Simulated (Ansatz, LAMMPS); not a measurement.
# Amorphous 32Ga2O3-68GeO2 (mol %) (69 atoms): where an added charge goes: runs compared

Does an extra electron or hole in amorphous 32Ga2O3-68GeO2 (mol %) (69 atoms) stay spread out, or do the atoms trap it?

Computed with Ansatz 0.2.0: Kohn-Sham DFT, PBE, PAW (set soft_1), plane waves.

### 1. The cell as built

The cell holds 69 atoms: 12 Ga, 13 Ge and 44 O. Cell: a = 10.144 Å, b = 10.144 Å, c = 10.144 Å, α = 90.0°, β = 90.0°, γ = 90.0°. 69 atoms (12 Fe, 13 Ge, 44 O) placed at random at 3.75 g/cm³, melted at 5000 K for 10 ps at fixed volume with the Morse and Coulomb pair potential with partial charges (Pedone, Malavasi, Menziani, Cormack and Segre, J. Phys. Chem. B 110, 11780 (2006)). Quenched from 5000 K to 300 K at 20 K/ps and fixed volume, held 5 ps, then minimised at fixed cell. Then Fe was replaced by Ga and the cell scaled by 1.006 (the potential has no terms for the new elements, so the cell is a start for a DFT relaxation).

Limits known from the start: The quench rate of 20 K/ps is many orders above laboratory rates, so the cell is likely richer in defects and strain than a real sample. The starting topology of bonds comes from the classical model, and needn't be the one that DFT or experiment would give. Sampling is at Γ alone, for a cell whose shortest periodic width is 10 Å.

### 2. The reference run

The reference is a single point at the end of the relaxation.

The charged cells start from the geometry of this run, on a uniform background, with spin and a narrow Fermi–Dirac smearing.

Its input, with most atom lines left out:

```yaml
crystal:
  lattice:
    - [10.1438, 0.0, 0.0]
    - [0.0, 10.1438, 0.0]
    - [0.0, 0.0, 10.1438]
  atoms:
    - { symbol: Ga, position: [0.34357, 0.10092, 0.42786] }
    - { symbol: Ga, position: [0.3476, 0.6841, 0.33873] }
    - { symbol: Ga, position: [0.6344, 0.90789, 0.38862] }
    - { symbol: Ga, position: [0.51785, 0.78684, 0.62431] }
    - { symbol: Ga, position: [0.82629, 0.96302, 0.59448] }
    - { symbol: Ga, position: [0.66731, 0.62123, 0.46828] }
    - { symbol: Ga, position: [0.6313, 0.37267, 0.97944] }
    [... atom lines 8 to 69 left out ...]
kpoints:
  mp_grid: { grid: [1, 1, 1] }
hamiltonian:
  xc: pbe
  pseudopotentials: { kind: paw, azcp: { folder: soft_1 } }
scf:
  occupations: { method: fermi_dirac, width: 0.05 }
output:
  forces: true
  stress: true
  populations: true
  dos:
    method: { smearing: { sigma: 0.08 } }
    de: 0.1
    projected: { site_lists: { Ga: [Ga], Ge: [Ge], O: [O] } }
  eigenvalues: true
  write_density: true
  write_potential: true
  volumetric_format: npy
  elf: true
```

```
free energy per atom   : -1828.9528 eV/atom
r.m.s. force component : 0.01087 eV/Å
pressure               : -0.6456 GPa
```

Filled and empty levels are parted by 1.88 eV (at Γ alone); a semilocal functional tends to put such gaps too low. In a disordered cell it changes from sample to sample, and tail or defect levels can set it.

### 3. The runs

Each row is one run, on 4 threads of Arm Neoverse V1, shared host. The free energy is the program's total, comparable only between runs with the same functional, potentials and atoms; between charge states it hangs on the program's zero of potential.

```
                                              run  atoms    outcome  ionic steps, all passes  free energy (eV)     time  host memory (GiB)
                        Single point at the start     69  converged                        -       -126191.095     20 s                1.3
                                       Relaxation     69  converged                       39       -126197.745  6.8 min                1.4
             Single point at the relaxed geometry     69  converged                        -       -126197.745     26 s                1.4
                    An extra electron, atoms held     69  converged                        -       -126192.300     62 s                2.3
                 An extra electron, atoms relaxed     69  converged                        3       -126192.318  1.7 min                2.2
An extra electron, levels at the relaxed geometry     69  converged                        -       -126192.318     70 s                2.3
          Neutral at the geometry of the electron     69  converged                        -       -126197.728     23 s                1.4
                        An extra hole, atoms held     69  converged                        -       -126200.905     85 s                2.3
                     An extra hole, atoms relaxed     69  converged                        7       -126201.044  4.5 min                2.2
    An extra hole, levels at the relaxed geometry     69  converged                        -       -126201.044     89 s                2.3
              Neutral at the geometry of the hole     69  converged                        -       -126197.499     24 s                1.4
```

In some runs the program notes that the exchange-correlation potential is rough where the density is thin.

A closer look about O57, which holds the most spin of the extra hole after relaxation: 8 atoms, nearest first, numbered in the order of the input, with positions taken from that point.

```
atom      x      y      z  distance (Å)  Löwdin charge (e)  moment (μB)
 O57   0.00   0.00   0.00          0.00              -0.52         0.37
Ga11  -1.44  -0.23   1.12          1.84               1.12         0.00
 Ga7  -0.65  -1.10  -1.41          1.90               1.11         0.00
 O43  -2.23  -1.51  -0.12          2.70              -0.67         0.00
 O56  -1.59   0.24  -2.48          2.95              -0.65         0.04
 O37   0.74  -0.89  -2.83          3.06              -0.68         0.01
 O27  -1.07  -0.05   2.91          3.10              -0.65         0.01
 O39   0.94  -2.84   0.92          3.13              -0.67         0.05
```

### 4. Energies and spread of the extra charge

Energies are differences within one cell and functional; the shift is the gain plus the neutral cell's energy at the new geometry, that is how much cheaper the vertical process becomes there. The spread is the participation number of the site moments (1/Σw², over the spin inside atomic spheres), with the atom that holds the largest share and the spin that the spheres hold in all.

```
 carrier  charged less neutral, atoms held (eV)  gain on relaxing (eV)  neutral cell at that geometry, less the reference (eV)  shift of the vertical energy (eV)       spread, atoms held         spread, relaxed
electron                                  5.445                  0.018                                                   0.017                              0.036   60; O49 3 % of 0.24 μB  60; O49 3 % of 0.26 μB
    hole                                 -3.160                  0.139                                                   0.246                              0.385  12; O57 24 % of 0.83 μB  5; O57 44 % of 0.84 μB
```

### 5. Findings

The extra electron gains 0.018 eV as the atoms relax, and its spin stays on about 60 atoms: it stays spread out at this level. The cell with the electron ends on a moment of 0.63 μB, short of the 1 μB of one unpaired electron, so the spin density holds only part of the carrier. With the atoms held, the spheres hold only 0.24 of the 0.60 μB, so the spread is read from a small part of the spin. The extra hole gains 0.14 eV as the atoms relax, and its spin goes from about 12 to 5 atoms: a partial localisation as the atoms move, with the largest share on O57. Adding the two vertical energies gives 2.29 eV, against a gap of 1.88 eV in the neutral cell. The zero of the potential cancels in this sum; the excess isn't taken apart here: charging of a small cell, filling of bands on a coarse mesh and the attraction to the background can all enter.

Caveats: Single energies of charged cells hang on the program's zero of potential. In the spin-polarised runs the search for a state of lower energy was switched off. No distortion was seeded, so a trapped state behind a barrier can't be found. Local and semilocal functionals favour spread-out charges, so trapping can be missed. Charged cells carry a uniform background, with no correction for images.

The DFT runs together took 20 min of wall time.

[Logs are printed without paths, hosts, clocks, repeated set-up lines and the standing remarks that a program may print on its own settings, such as how far it seeks lower states.]

[Hosts, paths, dates, database ids (printed as entryN), source tags and the programs' standing remarks are cut or masked in the printed files.]
